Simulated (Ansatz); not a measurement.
# As in place of Si at several sites of amorphous Si (76 atoms): runs compared

Aim: make As in place of Si at several sites of amorphous Si (76 atoms), relax each, and compare their energies.

Computed with Ansatz 0.2.0: Kohn-Sham DFT, r2SCAN, PAW (set soft_2), plane waves.

**1. The cell as built**

The cell holds 76 atoms: 76 Si. Cell: a = 11.660 Å, b = 11.660 Å, c = 11.660 Å, α = 90.0°, β = 90.0°, γ = 90.0°. 76 atoms (76 Si) placed at random at 2.24 g/cm³, melted at 2500 K for 10 ps at fixed volume with the modified Tersoff potential (Kumagai, Izumi, Hara and Sakai, Comput. Mater. Sci. 39, 457 (2007)). Quenched from 2500 K to 100 K at 50 K/ps and fixed volume, annealed at 700 K for 50 ps, held 5 ps, then minimised at fixed cell.

What the set-up can't give: The quench rate of 50 K/ps far exceeds what a furnace or splat quench reaches, so expect more defects and frozen-in strain than in a real sample. The starting topology of bonds comes from the classical model, and needn't be the one that DFT or experiment would give. The Brillouin zone is sampled at Γ only, in a cell whose shortest periodic width is 12 Å.

**2. The reference run**

The reference is a single point at the end of the relaxation.

Every defect cell starts from the geometry of this run and is relaxed in the fixed cell.

Its input, with most atom lines left out:

```yaml
crystal:
  lattice:
    - [11.6597, 0.0, 0.0]
    - [0.0, 11.6597, 0.0]
    - [0.0, 0.0, 11.6597]
  atoms:
    - { symbol: Si, position: [0.86523, 0.88006, 0.22285] }
    - { symbol: Si, position: [0.79991, 0.18122, 0.21164] }
    - { symbol: Si, position: [0.69577, 0.25516, 0.94069] }
    - { symbol: Si, position: [0.98257, 0.37848, 0.38388] }
    - { symbol: Si, position: [0.90324, 0.81147, 0.03599] }
    - { symbol: Si, position: [0.77971, 0.7806, 0.54227] }
    - { symbol: Si, position: [0.06889, 0.68262, 0.39367] }
    [... atom lines 8 to 76 left out ...]
kpoints:
  mp_grid: { grid: [1, 1, 1] }
hamiltonian:
  xc: r2scan
scf:
  occupations: { method: gaussian, width: 0.025 }
output:
  forces: true
  stress: true
  populations: true
  dos:
    method: { smearing: { sigma: 0.08 } }
    de: 0.1
    projected: { site_lists: { Si: [Si] } }
  eigenvalues: true
  write_density: true
  write_potential: true
  volumetric_format: npy
```

```
free energy per atom   : -638.7692 eV/atom
r.m.s. force component : 0.00889 eV/Å
pressure               : -1.55 GPa
```

Filled and empty levels are parted by 0.358 eV (at Γ alone); a semilocal functional tends to put such gaps too low. In a disordered cell it changes from sample to sample, and tail or defect levels can set it.

**3. The runs**

Each row is one run, on 4 threads of Intel Xeon Platinum 8488C (Sapphire Rapids), shared host. The free energy is the program's total, comparable only between runs with the same functional, potentials and atoms.

```csv
run,atoms,outcome,"ionic steps, all passes",free energy (eV),time,host memory (GiB)
Single point at the start,76,converged,-,-48544.576,33 s,4.0
Relaxation,76,converged,18,-48546.461,4.9 min,4.0
Single point at the relaxed geometry,76,converged,-,-48546.461,29 s,4.0
"As on a site of Si, site Si29",76,converged,5,-52772.323,2 min,4.1
"As on a site of Si, site Si67",76,converged,4,-52771.948,94 s,4.1
"As on a site of Si, site Si4",76,converged,9,-52772.409,3.1 min,4.1
"As on a site of Si, site Si13",76,converged,10,-52772.035,3.4 min,4.1
"As on a site of Si, site Si9",76,converged,10,-52772.196,3.6 min,4.1
"As on a site of Si, site Si39",76,converged,9,-52772.264,3.4 min,4.0
```

A closer look about site Si4, the cheapest one, after relaxation: 15 atoms, nearest first, numbered in the order of the input, with positions taken from that point.

```csv
atom,x,y,z,distance (Å),bonds
As4,0.03,0.00,-0.06,0.07,4
Si66,-1.30,-1.34,1.44,2.36,4
Si9,0.56,1.71,1.55,2.37,4
Si45,2.03,-1.19,-0.65,2.45,4
Si26,-2.10,0.17,-1.49,2.58,5
Si30,-3.36,-0.27,0.47,3.41,4
Si7,1.00,3.54,0.10,3.68,4
Si2,-2.11,-2.31,-2.00,3.71,4
Si28,-0.54,-3.58,1.04,3.77,4
Si50,-2.23,2.65,-1.61,3.82,4
Si51,-1.23,1.56,3.37,3.91,4
Si65,1.57,-2.94,-2.11,3.95,4
Si53,-0.46,-3.77,-1.24,4.00,4
Si35,2.74,1.57,2.61,4.10,4
Si52,2.22,2.92,-1.85,4.11,4
```

The column of bonds counts only the pairs Si-Si within 2.83 Å, Si-As within 2.98 Å; other neighbours, such as metal atoms beside each other in a compound, aren't counted, and periodic images can show an atom twice.

**4. The sites compared**

All these cells hold the same atoms, so their energies can be compared with no chemical potential.

```csv
site,neighbours,mean distance (Å),atoms within 6 Å,energy over the best site (eV),before relaxation (eV),gain on relaxing (eV)
Si4,Si4,2.37,45,0.00,0.25,0.59
Si29,Si3,2.39,39,0.09,0.00,0.25
Si39,Si4,2.35,46,0.14,0.09,0.28
Si9,Si4,2.43,42,0.21,0.21,0.34
Si13,Si4,2.35,44,0.37,0.29,0.26
Si67,Si5,2.52,44,0.46,0.34,0.21
```

Neighbours are those of the relaxed host within 2.77 Å (Si-Si); other pairs aren't counted.

**5. Findings**

The cheapest site is Si4 (4 neighbours, Si4); the dearest, Si67 (5 neighbours, Si5), costs 0.46 eV more. By coordination the energies over the best site are 0.09 eV with 3 neighbours, 0.00 to 0.37 eV with 4 neighbours and 0.46 eV with 5 neighbours. Relaxation changes the order: the best site before relaxing was Si29.

**Limits.** Defects are neutral and interact with their images. In a disordered cell the relaxation can also rearrange atoms far from the site. Only 6 of the 76 Si sites were tried; unless symmetry makes the others alike to these, a cheaper one may exist. The change leaves an odd electron count, and these runs have no spin polarisation. The pressure of -1.5 GPa says that the cell would shrink at this level of theory.

The DFT runs together took 23 min of wall time.

[Logs are printed without paths, hosts, clocks, repeated set-up lines and the standing remarks that a program may print on its own settings, such as how far it seeks lower states.]

[Hosts, paths, dates, database ids (printed as entryN), source tags and the programs' standing remarks are cut or masked in the printed files.]
